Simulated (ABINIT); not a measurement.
# KBeI3 (Pm-3m): zone-centre phonons, part 3 of 3

Which modes does KBeI3 (Pm-3m) have at the zone centre?

ABINIT 10.8.3; DFT LDA, scalar-relativistic, plane waves, PseudoDojo norm-conserving pseudopotentials.

So far. Step 4 (Relaxation): The volume changes by +0.1 % in this run and stands +8.5 % from the first cell. Step 6 (Linear response at Γ): The acoustic modes at Γ come out as far as 1.5 cm⁻¹ from zero, where they should vanish, a small numerical error. The lowest optical mode is imaginary, 253i cm⁻¹, an instability at this level and on this k mesh. The relaxed cell has a = 5.337 Å (conventional setting).

The structure was built from a prototype and need not be the compound's stable phase.

## Step 7: Modes with the sum rule

anaddb reads the merged derivatives and imposes the acoustic sum rule.

Contents of anaddb.abi:

```
ddb_filepath "gamma_DDB"
output_file "anaddb.abo"
outdata_prefix "anaddb"
asr 1
chneut 1
enunit 2
eivec 1
nph1l 1
qph1l 0.0 0.0 0.0 1.0
```

Contents of mrgddb.in:

```
gamma_DDB
merged
2
dfpt_gammao_DDB
gso_DDB
```

Started as:

```bash
$ mrgddb < mrgddb.in > mrgddb.log
$ OMP_NUM_THREADS=1 anaddb anaddb.abi > anaddb.log
```

anaddb.abo, the main output file:

```text
-outvars_anaddb: echo values of input variables ----------------------

 Miscellaneous information :
      enunit         2
       eivec         1
         asr         1
 First list of wavevector (reduced coord.) :
       nph1l         1
       qph1l
                     0.00000000E+00  0.00000000E+00  0.00000000E+00    1.000E+00

================================================================================

 read the DDB information and perform some checks

  ==== Info on the Cryst% object ====
 Real(R)+Recip(G) space primitive vectors, cartesian coordinates (Bohr,Bohr^-1):
 R(1)= 10.0853862  0.0000000  0.0000000  G(1)=  0.0991534  0.0000000  0.0000000
 R(2)=  0.0000000 10.0853862  0.0000000  G(2)=  0.0000000  0.0991534  0.0000000
 R(3)=  0.0000000  0.0000000 10.0853862  G(3)=  0.0000000  0.0000000  0.0991534
 Unit cell volume ucvol=  1.0258352E+03 bohr^3
 Angles (23,13,12)=  9.00000000E+01  9.00000000E+01  9.00000000E+01 degrees
 Time-reversal symmetry is present
 Reduced atomic positions [iatom, xred, symbol]:
    1)    0.0000000  0.0000000  0.0000000   K
    2)    0.5000000  0.5000000  0.5000000  Be
    3)    0.5000000  0.5000000  0.0000000   I
    4)    0.5000000  0.0000000  0.5000000   I
    5)    0.0000000  0.5000000  0.5000000   I

 DDB file with 3 blocks has been read.

================================================================================

 Treat the first list of vectors

  Phonon wavevector (reduced coordinates) :  0.00000  0.00000  0.00000
 Phonon energies in Hartree :
  -1.151176E-03 -1.151176E-03 -1.151176E-03  0.000000E+00  0.000000E+00
   0.000000E+00  1.832211E-04  1.832211E-04  1.832211E-04  2.404320E-04
   2.404320E-04  2.404320E-04  4.209536E-04  4.209536E-04  4.209536E-04
 Phonon energies in meV     :
- -3.132510E+01 -3.132510E+01 -3.132510E+01  0.000000E+00  0.000000E+00
-  0.000000E+00  4.985699E+00  4.985699E+00  4.985699E+00  6.542487E+00
-  6.542487E+00  6.542487E+00  1.145473E+01  1.145473E+01  1.145473E+01
 Phonon frequencies in cm-1    :
- -2.526540E+02 -2.526540E+02 -2.526540E+02  0.000000E+00  0.000000E+00
-  0.000000E+00  4.021237E+01  4.021237E+01  4.021237E+01  5.276872E+01
-  5.276872E+01  5.276872E+01  9.238864E+01  9.238864E+01  9.238864E+01
 Phonon frequencies in Thz     :
- -7.574375E+00 -7.574375E+00 -7.574375E+00  0.000000E+00  0.000000E+00
-  0.000000E+00  1.205537E+00  1.205537E+00  1.205537E+00  1.581966E+00
-  1.581966E+00  1.581966E+00  2.769742E+00  2.769742E+00  2.769742E+00
 Phonon energies in Kelvin  :
- -3.635127E+02 -3.635127E+02 -3.635127E+02  0.000000E+00  0.000000E+00
-  0.000000E+00  5.785663E+01  5.785663E+01  5.785663E+01  7.592241E+01
-  7.592241E+01  7.592241E+01  1.329266E+02  1.329266E+02  1.329266E+02

 Eigendisplacements
 (will be given, for each mode : in cartesian coordinates
   for each atom the real part of the displacement vector,
   then the imaginary part of the displacement vector - absolute values smaller than 1.0d-7 are set to zero)
  Mode number    1   Energy   -1.151176E-03
 Attention : low frequency mode.
   (Could be unstable or acoustic mode)
-  1  0.00000000E+00  0.00000000E+00  3.22192660E-05
-     0.00000000E+00  0.00000000E+00  0.00000000E+00
-  2  0.00000000E+00  0.00000000E+00  7.68697830E-03
-     0.00000000E+00  0.00000000E+00  0.00000000E+00
-  3  0.00000000E+00  0.00000000E+00 -3.09643178E-04
-     0.00000000E+00  0.00000000E+00  0.00000000E+00
-  4  0.00000000E+00  0.00000000E+00 -1.23087049E-04
-     0.00000000E+00  0.00000000E+00  0.00000000E+00
-  5  0.00000000E+00  0.00000000E+00 -1.23087049E-04
-     0.00000000E+00  0.00000000E+00  0.00000000E+00
  Mode number    2   Energy   -1.151176E-03
 Attention : low frequency mode.
   (Could be unstable or acoustic mode)
-  1  0.00000000E+00 -3.22192659E-05  0.00000000E+00
-     0.00000000E+00  0.00000000E+00  0.00000000E+00
-  2  4.94759278E-07 -7.68697829E-03  0.00000000E+00
-     0.00000000E+00  0.00000000E+00  0.00000000E+00
-  3  0.00000000E+00  1.23087048E-04  0.00000000E+00
-     0.00000000E+00  0.00000000E+00  0.00000000E+00
-  4  0.00000000E+00  3.09643177E-04  0.00000000E+00
-     0.00000000E+00  0.00000000E+00  0.00000000E+00
-  5  0.00000000E+00  1.23087048E-04  0.00000000E+00
-     0.00000000E+00  0.00000000E+00  0.00000000E+00
  Mode number    3   Energy   -1.151176E-03
 Attention : low frequency mode.
   (Could be unstable or acoustic mode)
-  1  3.22192659E-05  0.00000000E+00  0.00000000E+00
-     0.00000000E+00  0.00000000E+00  0.00000000E+00
-  2  7.68697829E-03  4.94759278E-07  0.00000000E+00
-     0.00000000E+00  0.00000000E+00  0.00000000E+00
-  3 -1.23087048E-04  0.00000000E+00  0.00000000E+00
-     0.00000000E+00  0.00000000E+00  0.00000000E+00
-  4 -1.23087048E-04  0.00000000E+00  0.00000000E+00
-     0.00000000E+00  0.00000000E+00  0.00000000E+00
-  5 -3.09643177E-04  0.00000000E+00  0.00000000E+00
-     0.00000000E+00  0.00000000E+00  0.00000000E+00
  Mode number    4   Energy    0.000000E+00
 Attention : low frequency mode.
   (Could be unstable or acoustic mode)
-  1  0.00000000E+00  0.00000000E+00 -1.13110868E-03
-     0.00000000E+00  0.00000000E+00  0.00000000E+00
-  2  0.00000000E+00  0.00000000E+00 -1.13103678E-03
-     0.00000000E+00  0.00000000E+00  0.00000000E+00
-  3  0.00000000E+00  0.00000000E+00 -1.13105597E-03
-     0.00000000E+00  0.00000000E+00  0.00000000E+00
-  4  0.00000000E+00  0.00000000E+00 -1.13103254E-03
-     0.00000000E+00  0.00000000E+00  0.00000000E+00
-  5  0.00000000E+00  0.00000000E+00 -1.13103254E-03
-     0.00000000E+00  0.00000000E+00  0.00000000E+00
  Mode number    5   Energy    0.000000E+00
 Attention : low frequency mode.
   (Could be unstable or acoustic mode)
-  1  0.00000000E+00 -1.13110868E-03  0.00000000E+00
-     0.00000000E+00  0.00000000E+00  0.00000000E+00
-  2  0.00000000E+00 -1.13103678E-03  0.00000000E+00
-     0.00000000E+00  0.00000000E+00  0.00000000E+00
-  3  0.00000000E+00 -1.13103254E-03  0.00000000E+00
-     0.00000000E+00  0.00000000E+00  0.00000000E+00
-  4  0.00000000E+00 -1.13105597E-03  0.00000000E+00
-     0.00000000E+00  0.00000000E+00  0.00000000E+00
-  5  0.00000000E+00 -1.13103254E-03  0.00000000E+00
-     0.00000000E+00  0.00000000E+00  0.00000000E+00
  Mode number    6   Energy    0.000000E+00
 Attention : low frequency mode.
   (Could be unstable or acoustic mode)
-  1  1.13110868E-03  0.00000000E+00  0.00000000E+00
-     0.00000000E+00  0.00000000E+00  0.00000000E+00
-  2  1.13103678E-03  0.00000000E+00  0.00000000E+00
-     0.00000000E+00  0.00000000E+00  0.00000000E+00
-  3  1.13103254E-03  0.00000000E+00  0.00000000E+00
-     0.00000000E+00  0.00000000E+00  0.00000000E+00
-  4  1.13103254E-03  0.00000000E+00  0.00000000E+00
-     0.00000000E+00  0.00000000E+00  0.00000000E+00
-  5  1.13105597E-03  0.00000000E+00  0.00000000E+00
-     0.00000000E+00  0.00000000E+00  0.00000000E+00
  Mode number    7   Energy    1.832211E-04
-  1  0.00000000E+00  0.00000000E+00  0.00000000E+00
-     0.00000000E+00  0.00000000E+00  0.00000000E+00
-  2  0.00000000E+00  0.00000000E+00  0.00000000E+00
-     0.00000000E+00  0.00000000E+00  0.00000000E+00
-  3  0.00000000E+00  0.00000000E+00  0.00000000E+00
-     0.00000000E+00  0.00000000E+00  0.00000000E+00
-  4  0.00000000E+00  0.00000000E+00  1.47016639E-03
-     0.00000000E+00  0.00000000E+00  0.00000000E+00
-  5  0.00000000E+00  0.00000000E+00 -1.47016639E-03
-     0.00000000E+00  0.00000000E+00  0.00000000E+00
  Mode number    8   Energy    1.832211E-04
-  1  0.00000000E+00  0.00000000E+00  0.00000000E+00
-     0.00000000E+00  0.00000000E+00  0.00000000E+00
-  2  0.00000000E+00  0.00000000E+00  0.00000000E+00
-     0.00000000E+00  0.00000000E+00  0.00000000E+00
-  3  0.00000000E+00 -1.47016639E-03  0.00000000E+00
-     0.00000000E+00  0.00000000E+00  0.00000000E+00
-  4  0.00000000E+00  0.00000000E+00  0.00000000E+00
-     0.00000000E+00  0.00000000E+00  0.00000000E+00
-  5  0.00000000E+00  1.47016639E-03  0.00000000E+00
-     0.00000000E+00  0.00000000E+00  0.00000000E+00
  Mode number    9   Energy    1.832211E-04
-  1  0.00000000E+00  0.00000000E+00  0.00000000E+00
-     0.00000000E+00  0.00000000E+00  0.00000000E+00
-  2  0.00000000E+00  0.00000000E+00  0.00000000E+00
-     0.00000000E+00  0.00000000E+00  0.00000000E+00
-  3  1.47016639E-03  0.00000000E+00  0.00000000E+00
-     0.00000000E+00  0.00000000E+00  0.00000000E+00
-  4 -1.47016639E-03  0.00000000E+00  0.00000000E+00
-     0.00000000E+00  0.00000000E+00  0.00000000E+00
-  5  0.00000000E+00  0.00000000E+00  0.00000000E+00
-     0.00000000E+00  0.00000000E+00  0.00000000E+00
  Mode number   10   Energy    2.404320E-04
-  1  0.00000000E+00  0.00000000E+00  3.55418547E-03
-     0.00000000E+00  0.00000000E+00  0.00000000E+00
-  2  0.00000000E+00  0.00000000E+00 -4.80027257E-04
-     0.00000000E+00  0.00000000E+00  0.00000000E+00
-  3  0.00000000E+00  0.00000000E+00 -5.15498003E-04
-     0.00000000E+00  0.00000000E+00  0.00000000E+00
-  4  0.00000000E+00  0.00000000E+00 -2.72746499E-04
-     0.00000000E+00  0.00000000E+00  0.00000000E+00
-  5  0.00000000E+00  0.00000000E+00 -2.72746499E-04
-     0.00000000E+00  0.00000000E+00  0.00000000E+00
  Mode number   11   Energy    2.404320E-04
-  1  0.00000000E+00  3.55418547E-03  0.00000000E+00
-     0.00000000E+00  0.00000000E+00  0.00000000E+00
-  2  0.00000000E+00 -4.80027257E-04  0.00000000E+00
-     0.00000000E+00  0.00000000E+00  0.00000000E+00
-  3  0.00000000E+00 -2.72746499E-04  0.00000000E+00
-     0.00000000E+00  0.00000000E+00  0.00000000E+00
-  4  0.00000000E+00 -5.15498003E-04  0.00000000E+00
-     0.00000000E+00  0.00000000E+00  0.00000000E+00
-  5  0.00000000E+00 -2.72746499E-04  0.00000000E+00
-     0.00000000E+00  0.00000000E+00  0.00000000E+00
  Mode number   12   Energy    2.404320E-04
-  1  3.55418547E-03  0.00000000E+00  0.00000000E+00
-     0.00000000E+00  0.00000000E+00  0.00000000E+00
-  2 -4.80027257E-04  0.00000000E+00  0.00000000E+00
-     0.00000000E+00  0.00000000E+00  0.00000000E+00
-  3 -2.72746499E-04  0.00000000E+00  0.00000000E+00
-     0.00000000E+00  0.00000000E+00  0.00000000E+00
-  4 -2.72746499E-04  0.00000000E+00  0.00000000E+00
-     0.00000000E+00  0.00000000E+00  0.00000000E+00
-  5 -5.15498003E-04  0.00000000E+00  0.00000000E+00
-     0.00000000E+00  0.00000000E+00  0.00000000E+00
  Mode number   13   Energy    4.209536E-04
-  1  0.00000000E+00  0.00000000E+00 -3.43667604E-04
-     0.00000000E+00  0.00000000E+00  0.00000000E+00
-  2  0.00000000E+00  0.00000000E+00 -5.21176790E-04
-     0.00000000E+00  0.00000000E+00  0.00000000E+00
-  3  0.00000000E+00  0.00000000E+00 -1.63764274E-03
-     0.00000000E+00  0.00000000E+00  0.00000000E+00
-  4  0.00000000E+00  0.00000000E+00  8.90288466E-04
-     0.00000000E+00  0.00000000E+00  0.00000000E+00
-  5  0.00000000E+00  0.00000000E+00  8.90288466E-04
-     0.00000000E+00  0.00000000E+00  0.00000000E+00
  Mode number   14   Energy    4.209536E-04
-  1  0.00000000E+00 -3.43667604E-04  0.00000000E+00
-     0.00000000E+00  0.00000000E+00  0.00000000E+00
-  2  0.00000000E+00 -5.21176790E-04  0.00000000E+00
-     0.00000000E+00  0.00000000E+00  0.00000000E+00
-  3  0.00000000E+00  8.90288466E-04  0.00000000E+00
-     0.00000000E+00  0.00000000E+00  0.00000000E+00
-  4  0.00000000E+00 -1.63764274E-03  0.00000000E+00
-     0.00000000E+00  0.00000000E+00  0.00000000E+00
-  5  0.00000000E+00  8.90288466E-04  0.00000000E+00
-     0.00000000E+00  0.00000000E+00  0.00000000E+00
  Mode number   15   Energy    4.209536E-04
-  1  3.43667604E-04  0.00000000E+00  0.00000000E+00
-     0.00000000E+00  0.00000000E+00  0.00000000E+00
-  2  5.21176790E-04  0.00000000E+00  0.00000000E+00
-     0.00000000E+00  0.00000000E+00  0.00000000E+00
-  3 -8.90288466E-04  0.00000000E+00  0.00000000E+00
-     0.00000000E+00  0.00000000E+00  0.00000000E+00
-  4 -8.90288466E-04  0.00000000E+00  0.00000000E+00
-     0.00000000E+00  0.00000000E+00  0.00000000E+00
-  5  1.63764274E-03  0.00000000E+00  0.00000000E+00
-     0.00000000E+00  0.00000000E+00  0.00000000E+00

 Analysis of degeneracies and characters (maximum tolerance=1.00E-06 a.u.)
 For each vibration mode, or group of modes if degenerate,
 the characters are given for each symmetry operation (see the list in the log file).
 Symmetry characters of vibration mode #   1
       degenerate with vibration modes #   2 to    3
  3.0 -3.0 -1.0  1.0 -1.0  1.0 -1.0  1.0  1.0 -1.0 -1.0  1.0  1.0 -1.0 -1.0  1.0
 -0.0  0.0 -0.0  0.0  0.0 -0.0  0.0 -0.0  1.0 -1.0 -1.0  1.0 -1.0  1.0  1.0 -1.0
 -0.0  0.0  0.0 -0.0  0.0 -0.0 -0.0  0.0  1.0 -1.0  1.0 -1.0 -1.0  1.0 -1.0  1.0
 Symmetry characters of vibration mode #   4
       degenerate with vibration modes #   5 to    6
  3.0 -3.0 -1.0  1.0 -1.0  1.0 -1.0  1.0  1.0 -1.0 -1.0  1.0  1.0 -1.0 -1.0  1.0
  0.0 -0.0  0.0 -0.0 -0.0  0.0 -0.0  0.0  1.0 -1.0 -1.0  1.0 -1.0  1.0  1.0 -1.0
  0.0 -0.0 -0.0  0.0 -0.0  0.0  0.0 -0.0  1.0 -1.0  1.0 -1.0 -1.0  1.0 -1.0  1.0
 Symmetry characters of vibration mode #   7
       degenerate with vibration modes #   8 to    9
  3.0 -3.0 -1.0  1.0 -1.0  1.0 -1.0  1.0 -1.0  1.0  1.0 -1.0 -1.0  1.0  1.0 -1.0
  0.0 -0.0  0.0 -0.0 -0.0  0.0 -0.0  0.0 -1.0  1.0  1.0 -1.0  1.0 -1.0 -1.0  1.0
  0.0 -0.0 -0.0  0.0 -0.0  0.0  0.0 -0.0 -1.0  1.0 -1.0  1.0  1.0 -1.0  1.0 -1.0
 Symmetry characters of vibration mode #  10
       degenerate with vibration modes #  11 to   12
  3.0 -3.0 -1.0  1.0 -1.0  1.0 -1.0  1.0  1.0 -1.0 -1.0  1.0  1.0 -1.0 -1.0  1.0
 -0.0  0.0 -0.0  0.0  0.0 -0.0  0.0 -0.0  1.0 -1.0 -1.0  1.0 -1.0  1.0  1.0 -1.0
 -0.0  0.0  0.0 -0.0  0.0 -0.0 -0.0  0.0  1.0 -1.0  1.0 -1.0 -1.0  1.0 -1.0  1.0
 Symmetry characters of vibration mode #  13
       degenerate with vibration modes #  14 to   15
  3.0 -3.0 -1.0  1.0 -1.0  1.0 -1.0  1.0  1.0 -1.0 -1.0  1.0  1.0 -1.0 -1.0  1.0
 -0.0  0.0 -0.0  0.0  0.0 -0.0  0.0 -0.0  1.0 -1.0 -1.0  1.0 -1.0  1.0  1.0 -1.0
 -0.0  0.0  0.0 -0.0  0.0 -0.0 -0.0  0.0  1.0 -1.0  1.0 -1.0 -1.0  1.0 -1.0  1.0
-
```

The job ended after 0.55 s (1 thread of Arm Neoverse V2, shared host).

This step gave:

```yaml
lowest_optical_zone_centre_mode: -252.7 cm⁻¹
```

No LO-TO term; unit eigenvectors of the mass-weighted matrix, from anaddb's displacements. The modes at Γ (shares of kinetic energy by element, %) (negative means imaginary):

```tsv
mode	frequency (cm⁻¹)	symmetry	K %	Be %	I %
1	-252.7	T1u	0	97	3
2	-252.7	T1u	0	97	3
3	-252.7	T1u	0	97	3
4	0.0	acoustic	9	2	89
5	0.0	acoustic	9	2	89
6	0.0	acoustic	9	2	89
7	40.2	T2u	0	0	100
8	40.2	T2u	0	0	100
9	40.2	T2u	0	0	100
10	52.8	T1u	90	0	10
11	52.8	T1u	90	0	10
12	52.8	T1u	90	0	10
13	92.4	T1u	1	0	99
14	92.4	T1u	1	0	99
15	92.4	T1u	1	0	99
```

Displacements in mode 1 (-252.7 cm⁻¹), the largest set to 1:
```
K1   0.00  0.00  0.00
Be2  0.00  0.00  1.00
I3   0.00  0.00 -0.04
I4   0.00  0.00 -0.02
I5   0.00  0.00 -0.02
```

Displacements in mode 13 (92.4 cm⁻¹), the largest set to 1:
```
K1   0.00  0.00 -0.21
Be2  0.00  0.00 -0.32
I3   0.00  0.00 -1.00
I4   0.00  0.00  0.54
I5   0.00  0.00  0.54
```

The rule also moves an optical mode by 0.6 cm⁻¹.

## Step 8: Outcome

| Quantity | Value |
| --- | --- |
| space group after relaxation | Pm-3m |
| volume per atom | 30.4 Å³ |
| highest optical zone-centre mode (no LO-TO term) | 92.4 cm⁻¹ |
| lowest optical zone-centre mode | -252.7 cm⁻¹ |
| imaginary optical modes at the zone centre (no q mesh in this session) | yes |

**Reading.** At the LDA level the optical modes of KBeI3 (Pm-3m) at the zone centre run from 253i to 92 cm⁻¹, so the structure is a saddle point, with 3 modes beyond 10i cm⁻¹ there. These are harmonic frequencies: anharmonic shifts and widths and the lattice's thermal expansion are left out. The Fermi-Dirac smearing of 0.01 Ha is an electronic temperature of 3158 K, which adds a pressure of its own and can shift the volume and soft modes. Spin-orbit coupling is left out, which can matter for the heavy elements here. In a metal the frequencies hang on the k mesh and the smearing, most of all near Kohn anomalies. The structure is a hypothetical one, built on a prototype.

[Host names and launcher messages were left out of these logs when they were recorded.]

[Logs are printed without paths, hosts, clocks, repeated set-up lines and the standing remarks that a program may print on its own settings, such as how far it seeks lower states.]

[Hosts, paths, dates, database ids (printed as entryN), source tags and the programs' standing remarks are cut or masked in the printed files.]
